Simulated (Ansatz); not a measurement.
## SiC (P6_3mc): least direct gap against volume

The cell of SiC (P6_3mc) is scaled evenly and the response computed anew at each volume, on one mesh. The atoms keep their fractional positions.

The structure is hexagonal, space group P6_3mc (No. 186). The conventional cell has a = 3.076 Å, b = 3.076 Å, c = 5.048 Å, α = 90.00°, β = 90.00°, γ = 120.00°. Around Si on site b lie 4 C at 1.87 to 1.94 Å. C on site b is surrounded by 4 Si at 1.87 to 1.94 Å.

Method: Ansatz 0.2.0, PBE, independent particles, k-mesh 9×9×5 with interpolation inside its cells, Gaussian parameter 0.1 eV.

Launch of the response step: `ansatz run input.yaml --threads 4 --pin off --max-ram 8192MiB --backend cpu --events-out ev --progress --plain --runs-dir out`. The series took 2.0 min in all, on 4 threads of Arm Neoverse V1, with other jobs on the host.

```tsv
V/V₀	V (Å³, primitive cell)	least direct gap (eV)
0.94	38.88	4.2471
0.96	39.71	4.2024
0.98	40.54	4.1583
1.00	41.36	4.1154
1.02	42.19	?
1.04	43.02	4.0316
1.06	43.85	3.9910
```

For small changes the quantity should be close to linear in ln V.

Working, on the rows shown:

| x = ln(V/V₀) | y = least direct gap |
| --- | --- |
| -0.0618754 | 4.2471 |
| -0.040822 | 4.2024 |
| -0.0202027 | 4.1583 |
| 0 | 4.1154 |
| 0.0392207 | 4.0316 |
| 0.0582689 | 3.991 |

Means: x̄ = -0.0042351, ȳ = 4.1243. Σ(x − x̄)(y − ȳ) = -0.02288, Σ(x − x̄)² = 0.01073. Slope = -0.02288 / 0.01073 = -2.132; intercept = ȳ − slope · x̄ = 4.1153. The line misses the rows shown by at most 0.00013 eV.

**Question.** Fill in the last column of the withheld row.

**Answer.** At x = 0.019803 the line gives y = 4.073 eV. The run gave 4.0731 eV, so the interpolation is off by 5.3e-05 eV, 0.0 % of the range in the table.

Between the rows on either side of x = 0 the slope is (4.0731 − 4.1583) / (0.019803 − (-0.020203)) = -2.13. That is a volume deformation potential of -2.1 eV: the least direct gap on this mesh widens by 21 meV for each per cent of compression. PBE gaps are as a rule too small.

[Logs are printed without paths, hosts, clocks, repeated set-up lines and the standing remarks that a program may print on its own settings, such as how far it seeks lower states.]
